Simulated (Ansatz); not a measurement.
# Direct or indirect: AsN sheet (P3m1)

```
As N
1.0
     2.96583    0.00000    0.00000
     1.48292    2.56849    0.00000
     0.00000    0.00000   25.87928
As N
1 1
Direct
  0.66667 0.66667 0.35094
  0.00000 0.00000 0.31421
```

Method: Ansatz, PBE, independent particles, without spin-orbit coupling, line width 0.05 eV (Gaussian). The band structure gives a fundamental gap of 1.99 eV. The spectrum of vertical transitions near the edge:

| E (eV) | absorbance (%), E ∥ xy |
| --- | --- |
| 1.50 | 0.00 |
| 1.62 | 0.00 |
| 1.74 | 0.00 |
| 1.86 | 0.00 |
| 1.98 | 0.00 |
| 2.10 | 0.00 |
| 2.22 | 0.00 |
| 2.34 | 0.00 |
| 2.46 | 0.00 |
| 2.58 | 1.72 |
| 2.70 | 4.20 |
| 2.82 | 4.19 |
| 2.94 | 4.22 |
| 3.06 | 4.34 |
| 3.18 | 4.55 |
| 3.30 | 4.77 |
| 3.42 | 5.18 |
| 3.54 | 6.04 |
| 3.66 | 8.56 |
| 3.78 | 11.07 |

Task: Is the gap direct or indirect, and about where do vertical transitions set in?

Result: Indirect, by the band path, whose least direct gap is 2.60 eV. The curves fit this: they stay near zero above 1.99 eV and rise only from about 2.6 eV, though a forbidden direct transition would look alike. Lines are broadened by 0.05 eV, which spreads the edge, and phonons, which would give weak absorption from the fundamental gap up, are left out.

Cells made by substitution are models, which may or may not match a known phase.

[Logs are printed without paths, hosts, clocks, repeated set-up lines and the standing remarks that a program may print on its own settings, such as how far it seeks lower states.]
